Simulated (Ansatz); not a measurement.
# In3As (model cell, started as BiF3 type): phonons and vibrational spectra, part 2 of 2

Task: relax In3As (model cell, started as BiF3 type), then find its harmonic phonons.

Ansatz 0.2.0; DFT PBEsol, scalar-relativistic, plane waves, PAW.

So far. Step 4 (Tight relaxation): The forces vanish by symmetry and the pressure is -0.003 GPa, within the tolerances set. The cell now holds 24.15 Å³/atom. The relaxed cell has a = 7.284 Å (conventional setting).

The structure was built from a prototype and need not be the compound's stable phase.

**5. Zone-centre response**

The zone centre comes first: it holds the modes that light can see, as far as symmetry allows. No field response is asked, since the mesh shows no gap.

input.yaml

```yaml
crystal:
  lattice:
    - [0.0, 3.6418882994, 3.6418882994]
    - [3.6418882994, 0.0, 3.6418882994]
    - [3.6418882994, 3.6418882994, 0.0]
  atoms:
    - { symbol: As, position: [0.0, 0.0, 0.0] }
    - { symbol: In, position: [0.25, 0.25, 0.25] }
    - { symbol: In, position: [0.75, 0.75, 0.75] }
    - { symbol: In, position: [0.5, 0.5, 0.5] }
kpoints:
  mp_grid: { grid: [10, 10, 10] }
hamiltonian:
  xc: pbesol
scf:
  occupations: { method: methfessel_paxton, width: 0.15 }
output:
  eigenvalues: true
phonons:
  method: dfpt
```

Started as:

```console
$ ansatz run input.yaml --threads 4 --pin off --max-ram 7168MiB --backend cpu --events-out ev --progress --plain --runs-dir out
```

Numbers of over 12 decimals in the logs are rounded to 6 here.

The program printed:

```text
zone centre: on kpoints.mp_grid the ground state, and the responses unless they are solved on pairs of k-points, stand on 102 of the mesh's 1000 k-points, reduced under 8 symmetry operations, with k and −k counted as one. Each operation leaves every solved displacement unchanged or reverses it
[...]
Crystal: 4 atoms, lattice volume = 96.607 Å³
Basis set: ecut = 420 eV, 1917 PW (Γ), exchange–correlation on 72×72×72 points (8 copies of the dense FFT grid, shifted against one another)
Bands: 33, of which v1, the nominal top of the filled ones, is band 27 counted from 1 (26 counted from 0)
Symmetry: 48 space group operations
k-points: 102 of 1000 (irreducible under 8 space group operations, time reversal used)
[...]
SCF iter   1: F=—  HF=-21388.837741 eV  |F-HF|=—  |Δ(HF+E_count)|=         —  Δρ=3.38e-3  dr2=1.10e-2  ethr=1.77e-3  ⟨swp⟩=6.6  Hψ=13935  notcnv=0
[...]
SCF iter  10: F=-21388.829330 eV  HF=-21388.829330 eV  |F-HF|=7.28e-12  |Δ(HF+E_count)|=  3.64e-12  S|Δr|=    0.00e0  Δρ=3.15e-8  dr2=1.15e-12  ethr=1.00e-12  ⟨swp⟩=8.5  Hψ=16107  notcnv=0
SCF 1 converged in 10 iterations: F = -21388.829330 eV  dr2 = 1.15e-12
[...]
DFPT response loops at Γ: preconditioner auto → Kerker (q_TF=auto, 2.476 Å⁻¹) (partly filled bands, converged f_vac=0.000); β = 1.00, the filter's whole step (`scf.mixing.beta` (0.50) is not read by the response loops under this deck's `scf.mixing.preconditioner`; to damp them name `kerker` or `kerker_dos`, under which they read `scf.mixing.beta`, and type it under 1.00, their step now; both keys bind the ground state too); Broyden in place of MSR1
SCF converged after 10 iterations
[...]
Free energy (F): -21388.829330 eV
[...]
Internal energy: -21388.831053 eV  (E = F + TS)
E sigma→0 (E₀):  -21388.829761 eV
Entropy (-TS):   0.001723 eV (0.431 meV/atom)
Fermi energy:    10.611179 eV
[...]
--- Band table (eV; the first three rows and the last of 102) ---
  k-point 0: bands = [... 23 lower, 8.7806, 8.7806, 8.7806, 10.5478, 10.5478, 10.5478, 11.1944, 11.6109, ... 2 higher]
  k-point 1: bands = [... 23 lower, 8.6733, 8.6733, 8.9163, 10.1678, 10.6267, 10.6267, 11.4718, 11.5934, ... 2 higher]
  k-point 2: bands = [... 23 lower, 8.4734, 8.4734, 9.3137, 9.4380, 10.4633, 10.4633, 11.9696, 11.9696, ... 2 higher]
  k-point 101: bands = [... 23 lower, 4.6552, 8.4595, 9.3632, 10.0163, 10.8774, 13.2384, 13.6222, 15.6695, ... 2 higher]
--- Phonons (Γ-DFPT): 3 representative perturbations + reference, on 102 of 1000 k-points (Σ response iterations 9) ---
  k mesh reduced under 8 symmetry operations, with k and −k counted as one. Each operation leaves every solved displacement unchanged or reverses it
  ASR residual: 2.630e-5 → 0.000e0 eV/Å²; symmetrization residual: 8.978e-6 eV/Å²
  ASR residual per site (eV/Å²): 2.63e-5 3.42e-6 3.42e-6 1.18e-5
  Γ frequencies (cm⁻¹): 0.00 0.00 0.00 67.01 67.01 67.01 80.80 80.80 80.80 96.81 96.81 96.81
  non-analytic LO–TO correction: not included (Born effective charges unavailable; polar crystals: no LO–TO splitting at Γ)
```

The job ended after 75 s (4 threads of Arm Neoverse N1, shared host; peak memory 1.4 GiB).

The column dr2 measures how far the density is from self-consistency, as an energy; F and HF (Harris–Foulkes) agree once it is small.

This step gave:

| Item | Value |
| --- | --- |
| sum-rule residual before enforcement | 2.63e-5 eV/Å² |
| point group | m-3m |
| highest optical mode at the zone centre (no LO-TO term) | 96.81 cm⁻¹ |
| lowest optical zone-centre mode | 67.01 cm⁻¹ |

Patterns of degenerate modes are one choice out of their space. Modes at Γ, with each element's share of the kinetic energy:

```tsv
mode	frequency (cm⁻¹)	symmetry	As %	In %
1	0.0	acoustic	18	82
2	0.0	acoustic	18	82
3	0.0	acoustic	18	82
4	67.0	T1u	74	26
5	67.0	T1u	74	26
6	67.0	T1u	74	26
7	80.8	T2g	0	100
8	80.8	T2g	0	100
9	80.8	T2g	0	100
10	96.8	T1u	8	92
11	96.8	T1u	8	92
12	96.8	T1u	8	92
```

Displacements in mode 6 (67.0 cm⁻¹), the largest set to 1:
```
As1  0.00  0.25  1.00
In2  0.00 -0.02 -0.10
In3  0.00 -0.02 -0.10
In4  0.00 -0.11 -0.46
```

Displacements in mode 7 (80.8 cm⁻¹), the largest set to 1:
```
As1  0.00  0.00  0.00
In2 -0.81  0.57  1.00
In3  0.81 -0.57 -1.00
In4  0.00  0.00  0.00
```

Before it was imposed, the acoustic sum rule was missed by 2.6e-5 eV/Å². Small misses are needed for a sound result but don't prove that mesh and cutoff are converged. The lowest optical mode is real, 67.0 cm⁻¹.

**6. The dispersion**

Stability and thermal properties need the whole zone. Linear response on a 2×2×2 q mesh gives force constants as far as a supercell of that size would.

input.yaml: that of step 5 with these lines changed.

```diff
@@ -20 +20,8 @@
   method: dfpt
+  qmesh: [2, 2, 2]
+  temperatures: { t_max: 1000, t_step: 50 }
+  qpath:
+    path:
+      - [[0.0, 0.0, 0.0], [0.5, 0.0, 0.5], [0.625, 0.25, 0.625]]
+      - [[0.375, 0.375, 0.75], [0.0, 0.0, 0.0], [0.5, 0.5, 0.5], [0.5, 0.25, 0.75], [0.5, 0.0, 0.5]]
+    npoints: 10
```

The program printed:

```text
Warning: phonons: the dynamical matrix that this run interpolates holds no multipole term above the dipole-dipole one, and a site of this crystal is no centre of inversion, so its interpolated transverse optical and acoustic branches and sound speeds can stay off near Gamma, and the density of states and the thermodynamics with them. What a run solves at a wave vector of phonons.qpoints, Gamma apart, where the deck admits one, is free of this, and under fd what a larger phonons.supercell samples
[...]
Crystal: 4 atoms, lattice volume = 96.607 Å³
Basis set: ecut = 420 eV, 1917 PW (Γ), exchange–correlation on 72×72×72 points (8 copies of the dense FFT grid, shifted against one another)
Bands: 33, of which v1, the nominal top of the filled ones, is band 27 counted from 1 (26 counted from 0)
Symmetry: 48 space group operations
k-points: 47 of 1000
[...]
SCF iter   1: F=—  HF=-21388.837746 eV  |F-HF|=—  |Δ(HF+E_count)|=         —  Δρ=3.37e-3  dr2=1.10e-2  ethr=1.77e-3  ⟨swp⟩=6.6  Hψ=6386  notcnv=0
[...]
SCF iter  10: F=-21388.829330 eV  HF=-21388.829330 eV  |F-HF|=3.64e-12  |Δ(HF+E_count)|=  1.46e-11  S|Δr|=    0.00e0  Δρ=3.49e-8  dr2=1.30e-12  ethr=1.00e-12  ⟨swp⟩=8.5  Hψ=7811  notcnv=0
SCF 1 converged in 10 iterations: F = -21388.829330 eV  dr2 = 1.30e-12
[...]
SCF iter   6: F=-21388.829330 eV  HF=-21388.829330 eV  |F-HF|=7.28e-12  |Δ(HF+E_count)|=  3.64e-12  S|Δr|=    0.00e0  Δρ=1.35e-7  dr2=8.59e-12  ethr=1.00e-12  ⟨swp⟩=1.0  Hψ=3310  notcnv=0
SCF 2 converged in 6 iterations: F = -21388.829330 eV  dr2 = 8.59e-12
phonons: the bands overlap, so this run is a metal and interpolates without the dipole-dipole term. If the crystal is really an insulator or semiconductor, its LO-TO splitting is missing
NSCF: frozen V_eff on 47 k-points
[...]
DFPT response loops at q = (0, 0, 0) (fractional): preconditioner auto → Kerker (q_TF=auto, 2.476 Å⁻¹) (partly filled bands, converged f_vac=0.000); β = 1.00, the filter's whole step (`scf.mixing.beta` (0.50) is not read by the response loops under this deck's `scf.mixing.preconditioner`; to damp them name `kerker` or `kerker_dos`, under which they read `scf.mixing.beta`, and type it under 1.00, their step now; both keys bind the ground state too); Broyden in place of MSR1
[...]
SCF converged after 10 iterations
[...]
Free energy (F): -21388.829330 eV
[...]
Internal energy: -21388.831053 eV  (E = F + TS)
E sigma→0 (E₀):  -21388.829761 eV
Entropy (-TS):   0.001723 eV (0.431 meV/atom)
Fermi energy:    10.611179 eV
[...]
--- Band table (eV; the first three rows and the last of 47) ---
  k-point 0: bands = [... 23 lower, 8.7806, 8.7806, 8.7806, 10.5478, 10.5478, 10.5478, 11.1944, 11.6109, ... 2 higher]
  k-point 1: bands = [... 23 lower, 8.6733, 8.6733, 8.9163, 10.1678, 10.6267, 10.6267, 11.4718, 11.5934, ... 2 higher]
  k-point 2: bands = [... 23 lower, 8.4734, 8.4734, 9.3137, 9.4380, 10.4633, 10.4633, 11.9696, 11.9696, ... 2 higher]
  k-point 46: bands = [... 23 lower, 4.6552, 8.4595, 9.3632, 10.0163, 10.8774, 13.2384, 13.6222, 15.6695, ... 2 higher]
--- Phonons (Γ-DFPT): 3 representative perturbations + reference (Σ response iterations 9) ---
  ASR residual: 3.615e-5 → 0.000e0 eV/Å²; symmetrization residual: 9.363e-6 eV/Å²
  ASR residual per site (eV/Å²): 3.61e-5 2.51e-6 2.51e-6 1.33e-5
[...]
--- Phonons (arbitrary-q DFPT): 3 irreducible q on the 2×2×2 mesh ---
  q = [0.0000, 0.0000, 0.0000] (star 1, of the zone-centre solve; hermiticity 7.88e-6, symmetrization 1.29e-11): -0.00 -0.00 -0.00 67.01 67.01 67.01 80.80 80.80 80.80 96.81 96.81 96.81
  q = [0.0000, 0.0000, -0.5000] (star 4, 3 solved perturbations on 282 of 1000 k-point pairs; hermiticity 5.85e-6, symmetrization 1.73e-6): -85.96 -23.33 -23.33 16.52 16.52 35.53 69.90 71.35 71.35 92.61 98.39 98.39
  q = [0.0000, -0.5000, -0.5000] (star 3, 6 solved perturbations in 819 linear systems a pass and spin channel, the states on 171 of 1000 k-point pairs; hermiticity 1.16e-5, symmetrization 1.38e-8): -83.75 -47.46 -47.46 7.81 7.81 53.99 57.56 57.56 73.35 80.54 115.57 115.57
  sum rule: each row above includes the acoustic sum rule's correction from the zone centre's row sums; it moved no ω² by more than (0.36 cm⁻¹)²
  mesh force constants: q→R imaginary residual 2.73e-17; ASR residual 3.615e-5 → 0.000e0 eV/Å²; symmetrization residual 1.332e-15 eV/Å²
  interpolated dispersion: 62 rows × 12 modes
  density of states and harmonic sums: on the 16×16×16 q-mesh, interpolated from the force constants of a 2×2×2 supercell (no non-analytic term)
  largest difference from the sums on the solved wave vectors: F 6.94e-2 eV, S 7.53e-5 and C_V 5.84e-6 eV/K
  zero-point energy: 0.036846 eV/cell   skipped modes (ω ≤ 0): 440, of them read as no rigid motion or as one in doubt: 437 (3.067e0 modes/cell left out, lowest -85.96 cm⁻¹)   left out of the sums: 2.56e-1 of the cell's modes: C_V's classical limit lies that fraction below 3 k_B per atom; for a crystal, a wire or a layer, F and S can be off by more, and a phonons.interpolated_qmesh denser along its periods is the remedy for the sampling
```

Run time: 6.5 min. Hardware: 4 threads; peak memory 2.4 GiB; 24 min of CPU time.

This step gave:

| Property | Result |
| --- | --- |
| sum-rule residual before enforcement | 3.61e-5 eV/Å² |
| lowest frequency on the path | -85.96 cm⁻¹ |
| highest frequency on the path or at a solved wavevector | 115.6 cm⁻¹ |
| lowest mode on the q mesh (acoustic modes at Γ apart) | -85.96 cm⁻¹ |

Frequencies (cm⁻¹) solved at each irreducible wavevector; negative means imaginary. Frequencies by wavevector, by row:

```tsv
q in reciprocal lattice units	star	mode 1	mode 2	mode 3	mode 4	mode 10	mode 11	mode 12
0 0 0	1	0	0	0	67	96.8	96.8	96.8
0 0 -0.5	4	-86	-23.3	-23.3	16.5	92.6	98.4	98.4
0 -0.5 -0.5	3	-83.8	-47.5	-47.5	7.8	80.5	115.6	115.6
```

Interpolated from a 2×2×2 q mesh. The phonon branches at the labelled points (cm⁻¹):

```tsv
point	branch 1	branch 2	branch 3	branch 4	branch 9	branch 10	branch 11	branch 12
Γ	0	0	0	67	81	97	97	97
halfway	-44	-25	-25	31	73	91	105	105
X	-84	-48	-48	8	73	80	116	116
halfway	-82	-53	-46	8	79	82	113	114
U	-76	-64	-42	12	84	88	107	110
jump to K	-76	-64	-42	12	84	88	107	110
halfway	-54	-33	-26	27	74	98	99	100
Γ	0	0	0	67	81	97	97	97
halfway	-46	-20	-20	39	78	97	97	98
L	-86	-23	-23	16	71	93	98	98
halfway	-80	-52	-35	12	78	97	99	104
W	-70	-70	-49	-13	87	99	99	109
halfway	-80	-55	-48	-7	83	84	111	113
X	-84	-48	-48	8	73	80	116	116
```

Tetrahedra on a 16×16×16 mesh, mean over bins of 2 cm-1. Interpolated from a 2×2×2 q mesh. Table of phonon density of states by wavenumber; read off at these points:

```tsv
wavenumber (cm⁻¹)	phonon density of states (1/cm⁻¹/cell)
-87.0	0
-81.0	0.0353
-77.0	0.0784
-71.0	0.0248
-65.0	0.0294
-59.0	0.0312
-55.0	0.0307
-49.0	0.0321
-43.0	0.0559
-37.0	0.0566
-33.0	0.0578
-27.0	0.0576
-21.0	0.0290
-17.0	0.0131
-11.0	0.0136
-5.0	0.0088
1.0	0.00968
5.0	0.0162
11.0	0.0461
17.0	0.0943
23.0	0.0818
27.0	0.0419
33.0	0.0620
35.0	0.0771
39.0	0.0711
45.0	0.0457
49.0	0.0498
55.0	0.109
61.0	0.106
65.0	0.103
71.0	0.151
77.0	0.0833
83.0	0.0470
87.0	0.0215
93.0	0.0745
99.0	0.212
105.0	0.115
109.0	0.0939
115.0	0.0124
```

Phonopy on the run's constants, 13x13x13 mesh, Gaussian sigma 2.0 cm-1. Interpolated from a 2×2×2 q mesh. Partial phonon density of states against wavenumber; read off at these points; values in 1/cm⁻¹/cell:

```tsv
wavenumber (cm⁻¹)	As	In
-95.0	0	0
-90.0	2.2e-4	0
-85.0	0.0105	1.4e-4
-80.0	0.0449	9.2e-4
-76.8	0.0635	0.00153
-75.0	0.0595	0.00155
-70.0	0.0297	9.1e-4
-65.0	0.0259	0.00100
-60.0	0.0289	0.00143
-55.0	0.0306	0.00195
-50.0	0.029	0.00235
-45.0	0.0528	0.00517
-44.4	0.0541	0.00545
-40.0	0.0461	0.00728
-35.0	0.0421	0.0134
-30.0	0.0380	0.0193
-25.0	0.0260	0.0243
-20.0	0.0104	0.0173
-15.0	0.00451	0.0103
-10.0	0.00100	0.0124
-5.0	2.9e-4	0.00755
0.0	2.2e-4	0.00391
5.0	6.3e-4	0.0159
10.0	0.00237	0.0456
15.0	0.00272	0.0684
20.0	0.00509	0.0699
25.0	0.00898	0.0530
30.0	0.00791	0.0346
35.0	0.00874	0.0544
40.0	0.00993	0.0641
45.0	0.00662	0.0382
50.0	0.0122	0.0391
55.0	0.00695	0.0824
60.0	0.00736	0.100
65.0	0.00666	0.106
70.0	0.00731	0.133
75.0	0.00610	0.0927
80.0	0.00446	0.0623
85.0	0.00129	0.0356
90.0	0.00127	0.0416
95.0	0.00368	0.137
99.2	0.00304	0.191
100.0	0.00279	0.184
105.0	0.00206	0.116
110.0	0.00190	0.0735
115.0	7.3e-4	0.0192
120.0	1.6e-5	3.1e-4
125.0	0	0
```

Symmetry leaves 3 wavevectors to solve. The lowest mode among them, the acoustic zeros apart, lies at q = (0, 0, -0.5) and is imaginary, 86.0i cm⁻¹, so the energy falls along it.

**7. Another isotope**

An isotope changes the mass and not the force constants, so no new electronic calculation is needed; the shifts show which modes move this element.

The same force constants with the mass of In changed from 114.818 to 112.904 u (phonopy, no LO-TO term). Both lists are sorted by frequency; levels can cross, so a row need not hold one and the same mode. Modes under 3 cm⁻¹ are left out. Isotope shifts, by row:

```tsv
q	rank	natural mass (cm⁻¹)	changed mass (cm⁻¹)
0 0 0	4	67.01	67.15
0 0 0	5	67.01	67.15
0 0 0	6	67.01	67.15
0 0 0	7	80.8	81.48
0 0 0	8	80.8	81.48
0 0 0	9	80.8	81.48
0 0 0	10	96.81	97.56
0 0 0	11	96.81	97.56
0 0 0	12	96.81	97.56
0 0 -0.5	1	-85.96	-85.96
0 0 -0.5	2	-23.33	-23.36
0 0 -0.5	3	-23.33	-23.36
0 0 -0.5	4	16.52	16.66
0 0 -0.5	5	16.52	16.66
0 0 -0.5	6	35.53	35.83
0 0 -0.5	7	69.9	70.48
0 0 -0.5	8	71.35	71.87
0 0 -0.5	9	71.35	71.87
0 0 -0.5	10	92.61	93.39
0 0 -0.5	11	98.39	99.22
0 0 -0.5	12	98.39	99.22
0 -0.5 -0.5	1	-83.75	-83.76
0 -0.5 -0.5	2	-47.46	-47.48
0 -0.5 -0.5	3	-47.46	-47.48
0 -0.5 -0.5	4	7.81	7.88
0 -0.5 -0.5	5	7.81	7.88
0 -0.5 -0.5	6	53.99	54.45
0 -0.5 -0.5	7	57.56	58.05
0 -0.5 -0.5	8	57.56	58.05
0 -0.5 -0.5	9	73.35	73.96
0 -0.5 -0.5	10	80.54	81.22
0 -0.5 -0.5	11	115.6	116.5
0 -0.5 -0.5	12	115.6	116.5
```

A mode of this element alone would shift by +0.84 %. The highest zone-centre frequency without the field goes from 96.8 to 97.6 cm⁻¹ (+0.8 %). The product of the frequency ratios over all optical modes at Γ is 1.056; the product rule, (m/m′)^(3k/2) (M′/M)^(3/2) with k = 3 such atoms and M the mass of the cell, gives 1.057.

**8. What came out**

| Item | Value |
| --- | --- |
| space group after relaxation (within 0.01 Å) | Fm-3m |
| volume per atom | 24.2 Å³ |
| electronic character | no gap on this mesh |
| highest optical mode at the zone centre (no LO-TO term) | 96.8 cm⁻¹ |
| lowest optical zone-centre mode | 67.0 cm⁻¹ |
| lowest mode on the q mesh (acoustic modes at Γ apart) | -86.0 cm⁻¹ |
| highest frequency on the path or at a solved wavevector | 116 cm⁻¹ |
| imaginary modes on the 2×2×2 q mesh | yes |

Modes are clearly imaginary (beyond 10i cm⁻¹) at 2 of the 3 irreducible wavevectors, most at q = (0, 0, -0.5) (86.0i cm⁻¹), so this structure is not a minimum of the energy. The optical modes at Γ span 67 to 97 cm⁻¹. The highest mode in this list at Γ, 96.8 cm⁻¹, is mostly motion of In (92 % of the kinetic energy). With no gap, or one that is small against the smearing, the frequencies hang on the k mesh and the smearing, most of all near Kohn anomalies. The starting cell was built on a prototype and not taken from a measurement, so the phase need not exist. These are harmonic frequencies at zero temperature: anharmonic shifts, linewidths and thermal expansion are left out.

[Logs are printed without paths, hosts, clocks, repeated set-up lines and the standing remarks that a program may print on its own settings, such as how far it seeks lower states.]

[Hosts, paths, dates, database ids (printed as entryN), source tags and the programs' standing remarks are cut or masked in the printed files.]
